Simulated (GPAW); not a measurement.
# Work function of 1T-PbSeTe monolayer at several levels, part 2 of 2

How far do functional and basis move the work function of 1T-PbSeTe monolayer?

GPAW 26.7.0; GPAW, PAW setups; layer in a repeated cell with vacuum, relaxation of atoms and in-plane cell (the session's first sound run).

So far, upper work function (eV): step 3 (the slab's potential) 5.62.

### Step 4. Self-consistent run: xc = "vdW-DF2"

The same geometry under vdW-DF2, to see how far the functional moves the levels against the vacuum (the van der Waals functionals take revPBE setups).

run.py reads:

```python
import json
import numpy as np
from ase import Atoms
from gpaw import GPAW, PW

slab = Atoms(
    ['Te', 'Pb', 'Se'],
    positions=[
        [2.01710, 1.16458, 9.00000],
        [0.00000, -0.00000, 11.07705],
        [-0.00000, 2.32915, 12.71216]],
    cell=[[4.0342, -0.0, 0.0], [-2.0171, 3.49373, 0.0], [0.0, 0.0, 21.7122]],
    pbc=[True, True, False])

slab.calc = GPAW(mode=PW(400), xc='vdW-DF2', kpts={'size': (9, 9, 1), 'gamma': True},
                 occupations={'name': 'fermi-dirac', 'width': 0.05}, nbands='200%',
                 convergence={'density': 1e-05}, maxiter=200,
                 poissonsolver={'dipolelayer': 'xy'},
                 symmetry={'tolerance': 1e-3}, txt='slab.txt')
result = {}
energy = slab.get_potential_energy()
fermi = slab.calc.get_fermi_level()
v = slab.calc.get_electrostatic_potential().mean((0, 1)) - fermi
n = slab.calc.get_pseudo_density().mean((0, 1))
L = slab.cell[2, 2]
z = np.arange(len(v)) * L / len(v)
low, high = slab.positions[:, 2].min(), slab.positions[:, 2].max()
below, above = np.interp([low - 6.8, high + 6.8], z, v)
slopes = [np.interp(x, z, np.gradient(v, z)) for x in (low - 6.8, high + 6.8)]
eps = np.array([[slab.calc.get_eigenvalues(k, s) for k in range(len(slab.calc.get_ibz_k_points()))]
                for s in range(slab.calc.get_number_of_spins())]) - fermi
top, bottom = eps[eps < 0].max(), eps[eps > 0].min()
dipole = slab.get_dipole_moment()[2]
print(f'energy {energy:.4f} eV, Fermi level {fermi:.4f} eV, dipole {dipole:.5f} e A')
print(f'potential 6.8 A off the faces, from the Fermi level: lower {below:.4f} eV, upper {above:.4f} eV')
print(f'slope of the potential there: lower {slopes[0]:.5f}, upper {slopes[1]:.5f} eV/A')
print(f'nearest levels on the mesh: {top:.4f} and {bottom:.4f} eV')
print('magnetic moment', round(slab.get_magnetic_moment(), 3))
result.update(energy=energy, fermi=fermi, dipole=dipole, below=below, above=above, slopes=slopes, edges=[top, bottom],
              z=z.tolist(), v=v.tolist(), n=n.tolist(), positions=slab.positions.tolist(),
              forces=slab.get_forces(apply_constraint=False).tolist(), moments=slab.get_magnetic_moments().tolist())
json.dump(result, open('result.json', 'w'))
```

Started as:

```bash
$ OMP_NUM_THREADS=1 OPENBLAS_NUM_THREADS=1 python run.py
```

Wall time 63 s (1 thread of AMD EPYC 7R13 (Zen 3), shared host); peak memory 0.45 GiB.

Numbers from this step:

| Quantity | Value |
| --- | --- |
| dipole along the normal | -0.02954 e·Å |
| levels nearest the Fermi level on the mesh | -0.03090, 0.04337 eV from the Fermi level |
| upper work function | 5.994 eV |
| lower work function | 5.619 eV |

Table of electrostatic potential energy of an electron (without an applied field's), less the Fermi level, planar mean by z:

```
z (Å)  electrostatic potential energy of an electron (without an applied field's), less the Fermi level, planar mean (eV)
    0                                                                                                                5.81
    1                                                                                                                5.62
    2                                                                                                                5.62
    3                                                                                                                5.62
    4                                                                                                                5.62
    5                                                                                                                5.62
    6                                                                                                                5.60
    7                                                                                                                5.38
    8                                                                                                                2.29
    9                                                                                                               -14.5
   10                                                                                                              -0.963
   11                                                                                                               -15.1
   12                                                                                                               -3.20
   13                                                                                                               -7.12
   14                                                                                                                5.06
   15                                                                                                                5.94
   16                                                                                                                5.99
   17                                                                                                                5.99
   18                                                                                                                5.99
   19                                                                                                                5.99
   20                                                                                                                5.99
   21                                                                                                                5.99
```

The pseudo valence density, planar mean oscillates, so the rows of the table below give means over windows of 1 Å about each position, cut where the curve ends. Its maxima inside the range that stand out by 2 % of the span (Å: e/Å³): 8.5: 0.232, 9.5: 0.258, 11.2: 0.886, 13.0: 0.257. Its minima: 8.9: 0.0961, 9.9: 0.218, 12.8: 0.171.

Pseudo valence density, planar mean against z; means over each step:

z (Å), pseudo valence density, planar mean (e/Å³) and a bar:
```
        5      0.000 
        6      0.001 
        7      0.013 #
        8      0.125 ######
        9      0.163 #######
       10      0.252 ###########
       11      0.677 ##############################
       12      0.344 ###############
       13      0.210 #########
       14      0.056 ##
       15      0.003 
       16      0.000 
       17      0.000
```

Force by atom:

```
atom  x (eV/Å)  y (eV/Å)  z (eV/Å)   size
 Te1     0.000     0.000    -0.740  0.740
 Pb2     0.000     0.000    -0.004  0.004
 Se3     0.000     0.000     0.732  0.732
```

The upper face's work function is 5.994 eV, against 5.620 eV in the first plane-wave PBE run at this geometry.

### Step 5. Self-consistent run: xc = "RPBE"

The same geometry under RPBE, to see how far the functional moves the levels against the vacuum.

run.py: that of step 4 with these lines changed.

```diff
@@ -14,3 +14,3 @@
 
-slab.calc = GPAW(mode=PW(400), xc='vdW-DF2', kpts={'size': (9, 9, 1), 'gamma': True},
+slab.calc = GPAW(mode=PW(400), xc='RPBE', kpts={'size': (9, 9, 1), 'gamma': True},
                  occupations={'name': 'fermi-dirac', 'width': 0.05}, nbands='200%',
```

Run time: 43 s. Hardware: 1 thread; peak memory 0.23 GiB.

This step gave:

- dipole along the normal: -0.02729 e·Å
- levels nearest the Fermi level on the mesh: -0.02628, 0.06306 eV from the Fermi level
- upper work function: 5.520 eV
- lower work function: 5.173 eV

The upper face's work function is 5.520 eV, against 5.620 eV in the first plane-wave PBE run at this geometry.

### Step 6. Self-consistent run: xc = "revPBE"

The same geometry under revPBE, to see how far the functional moves the levels against the vacuum.

run.py: that of step 5 with these lines changed.

```diff
@@ -14,3 +14,3 @@
 
-slab.calc = GPAW(mode=PW(400), xc='RPBE', kpts={'size': (9, 9, 1), 'gamma': True},
+slab.calc = GPAW(mode=PW(400), xc='revPBE', kpts={'size': (9, 9, 1), 'gamma': True},
                  occupations={'name': 'fermi-dirac', 'width': 0.05}, nbands='200%',
```

Wall time 39 s (1 thread); peak memory 0.23 GiB.

Numbers from this step:

```
dipole along the normal                    : -0.02692 e·Å
levels nearest the Fermi level on the mesh : -0.02832, 0.06094 eV from the Fermi level
lower work function                        : 5.178 eV
```

Table of electrostatic potential energy of an electron (without an applied field's), less the Fermi level, planar mean by z:

z (Å), electrostatic potential energy of an electron (without an applied field's), less the Fermi level, planar mean (eV) and a bar from the least value:
```
        0        5.3 ##############################
        1        5.2 #############################
        2        5.2 #############################
        3        5.2 #############################
        4        5.2 #############################
        5        5.2 #############################
        6        5.2 #############################
        7        5.0 #############################
        8        2.1 #########################
        9      -14.5 #
       10       -0.8 #####################
       11      -15.0 
       12       -3.2 #################
       13       -7.3 ###########
       14        4.7 #############################
       15        5.5 ##############################
       16        5.5 ##############################
       17        5.5 ##############################
       18        5.5 ##############################
       19        5.5 ##############################
       20        5.5 ##############################
       21        5.5 ##############################
```

The upper face's work function is 5.520 eV, against 5.620 eV in the first plane-wave PBE run at this geometry.

### Step 7. OptPBE vdW: xc = "optPBE-vdW"

The same geometry under optPBE-vdW, to see how far the functional moves the levels against the vacuum (the van der Waals functionals take revPBE setups).

run.py: that of step 6 with these lines changed.

```diff
@@ -14,3 +14,3 @@
 
-slab.calc = GPAW(mode=PW(400), xc='revPBE', kpts={'size': (9, 9, 1), 'gamma': True},
+slab.calc = GPAW(mode=PW(400), xc='optPBE-vdW', kpts={'size': (9, 9, 1), 'gamma': True},
                  occupations={'name': 'fermi-dirac', 'width': 0.05}, nbands='200%',
```

Wall time 59 s (1 thread); peak memory 0.45 GiB.

Numbers from this step:

```
dipole along the normal                    : -0.02836 e·Å
levels nearest the Fermi level on the mesh : -0.02857, 0.05620 eV from the Fermi level
upper work function                        : 5.832 eV
lower work function                        : 5.472 eV
```

The upper face's work function is 5.832 eV, against 5.620 eV in the first plane-wave PBE run at this geometry.

### Step 8. Self-consistent run: xc = "LDA"

The same geometry under LDA, to see how far the functional moves the levels against the vacuum.

run.py: that of step 7 with these lines changed.

```diff
@@ -14,3 +14,3 @@
 
-slab.calc = GPAW(mode=PW(400), xc='optPBE-vdW', kpts={'size': (9, 9, 1), 'gamma': True},
+slab.calc = GPAW(mode=PW(400), xc='LDA', kpts={'size': (9, 9, 1), 'gamma': True},
                  occupations={'name': 'fermi-dirac', 'width': 0.05}, nbands='200%',
```

It took 36 s on 1 thread; peak memory 0.22 GiB.

Numbers from this step:

```
dipole along the normal                    : -0.02677 e·Å
levels nearest the Fermi level on the mesh : -0.02728, 0.03336 eV from the Fermi level
upper work function                        : 5.883 eV
lower work function                        : 5.542 eV
```

The electrostatic potential energy of an electron (without an applied field's), less the Fermi level, planar mean by z:

z (Å), electrostatic potential energy of an electron (without an applied field's), less the Fermi level, planar mean (eV) and a bar from the least value:
```
        0        5.7 ##############################
        1        5.5 #############################
        2        5.5 #############################
        3        5.5 #############################
        4        5.5 #############################
        5        5.5 #############################
        6        5.5 #############################
        7        5.4 #############################
        8        2.4 #########################
        9      -14.2 
       10       -0.4 #####################
       11      -14.5 
       12       -2.7 #################
       13       -6.9 ###########
       14        5.1 #############################
       15        5.8 ##############################
       16        5.9 ##############################
       17        5.9 ##############################
       18        5.9 ##############################
       19        5.9 ##############################
       20        5.9 ##############################
       21        5.9 ##############################
```

The upper face's work function is 5.883 eV, against 5.620 eV in the first plane-wave PBE run at this geometry.

### Step 9. Real-space grid: mode = "fd"

A real-space grid is a second complete basis, so it checks the plane-wave result.

run.py: that of step 8 with these lines changed.

```diff
@@ -3,3 +3,3 @@
 from ase import Atoms
-from gpaw import GPAW, PW
+from gpaw import GPAW
 
@@ -14,3 +14,3 @@
 
-slab.calc = GPAW(mode=PW(400), xc='LDA', kpts={'size': (9, 9, 1), 'gamma': True},
+slab.calc = GPAW(mode='fd', h=0.18, xc='PBE', kpts={'size': (9, 9, 1), 'gamma': True},
                  occupations={'name': 'fermi-dirac', 'width': 0.05}, nbands='200%',
```

Wall time 3.7 min (1 thread); peak memory 0.6 GiB.

This step gave:

* dipole along the normal: -0.02663 e·Å
* levels nearest the Fermi level on the mesh: -0.02787, 0.05391 eV from the Fermi level
* upper work function: 5.617 eV
* lower work function: 5.277 eV

The upper face's work function is 5.617 eV, against 5.620 eV in the first plane-wave PBE run at this geometry.

### Step 10. Atomic orbitals: mode = "lcao"

Atom-centred orbitals end a few angstrom from the surface, which tests how much the density's tail matters.

run.py: that of step 9 with these lines changed.

```diff
@@ -14,4 +14,4 @@
 
-slab.calc = GPAW(mode='fd', h=0.18, xc='PBE', kpts={'size': (9, 9, 1), 'gamma': True},
-                 occupations={'name': 'fermi-dirac', 'width': 0.05}, nbands='200%',
+slab.calc = GPAW(mode='lcao', basis='dzp', h=0.18, xc='PBE', kpts={'size': (9, 9, 1), 'gamma': True},
+                 occupations={'name': 'fermi-dirac', 'width': 0.05}, nbands='120%',
                  convergence={'density': 1e-05}, maxiter=200,
```

Run time: 57 s. Hardware: 1 thread; peak memory 0.3 GiB.

This step gave:

| Item | Value |
| --- | --- |
| dipole along the normal | -0.02317 e·Å |
| levels nearest the Fermi level on the mesh | -0.02860, 0.05715 eV from the Fermi level |
| upper work function | 5.400 eV |
| lower work function | 5.103 eV |

The upper face's work function is 5.400 eV, against 5.620 eV in the first plane-wave PBE run at this geometry.

### Step 11. The ladder

Times are for 1 thread of AMD EPYC 7R13 (Zen 3), shared host. Results by setting:

```
no.         run  upper work function (eV)  lower work function (eV)     time  memory (GiB)
  1          pw                     5.620                     5.276     35 s          0.24
  2     vdW DF2                     5.994                     5.619     63 s          0.45
  3        RPBE                     5.520                     5.173     43 s          0.23
  4      revPBE                     5.520                     5.178     39 s          0.23
  5  optPBE vdW                     5.832                     5.472     59 s          0.45
  6         LDA                     5.883                     5.542     36 s          0.22
  7          fd                     5.617                     5.277  3.7 min           0.6
  8        lcao                     5.400                     5.103     57 s           0.3
```

### Step 12. Side by side

Results and costs are gathered.

This step: comparison of work functions, dipole and cost (GPAW 26.7.0).

Ladder, by row:

```
      step  code  work function, upper (eV)  work function, lower (eV)  dipole (e Å)  wall time (s)  peak memory (GiB)  threads
        pw  GPAW                       5.62                      5.276      -0.02704          35.21               0.24        1
   vdW-DF2  GPAW                      5.994                      5.619      -0.02954          63.38               0.45        1
      RPBE  GPAW                       5.52                      5.173      -0.02729          43.47               0.23        1
    revPBE  GPAW                       5.52                      5.178      -0.02692          39.07               0.23        1
optPBE-vdW  GPAW                      5.832                      5.472      -0.02836           58.6               0.45        1
       LDA  GPAW                      5.883                      5.542      -0.02677          35.81               0.22        1
        fd  GPAW                      5.617                      5.277      -0.02663          219.8                0.6        1
      lcao  GPAW                        5.4                      5.103      -0.02317          56.99                0.3        1
```

### Step 13. What came out

```json
{
  "work function, upper and lower face": "5.620 and 5.276 eV",
  "dipole along the normal": "-0.0270 e Å"
}
```

**Reading.** With plane waves and PBE the work function is 5.62 eV on the upper face and 5.28 eV on the lower. The two faces differ by 0.34 eV, the step that the slab's dipole makes (e p/(ε0 A) gives 0.35 eV), so the dipole layer is needed. Over the sound runs of the table the upper face's work function spans 5.400 (lcao) to 5.994 eV (vdW-DF2). Atomic orbitals miss the plane-wave value by -0.22 eV, since they describe the tail of the density in the vacuum poorly. The starting lattice was a guess from atomic radii; the relaxation moved it by 8 %. The relaxation of atoms and cell ran in a fully periodic cell without the dipole layer, so the atoms of this polar layer felt a small spurious field. The layer's cell and atoms come from the relaxation; spin-orbit coupling and temperature are left out.

[Logs are printed without paths, hosts, clocks, repeated set-up lines and the standing remarks that a program may print on its own settings, such as how far it seeks lower states.]

[Hosts, paths, dates, database ids (printed as entryN), source tags and the programs' standing remarks are cut or masked in the printed files.]
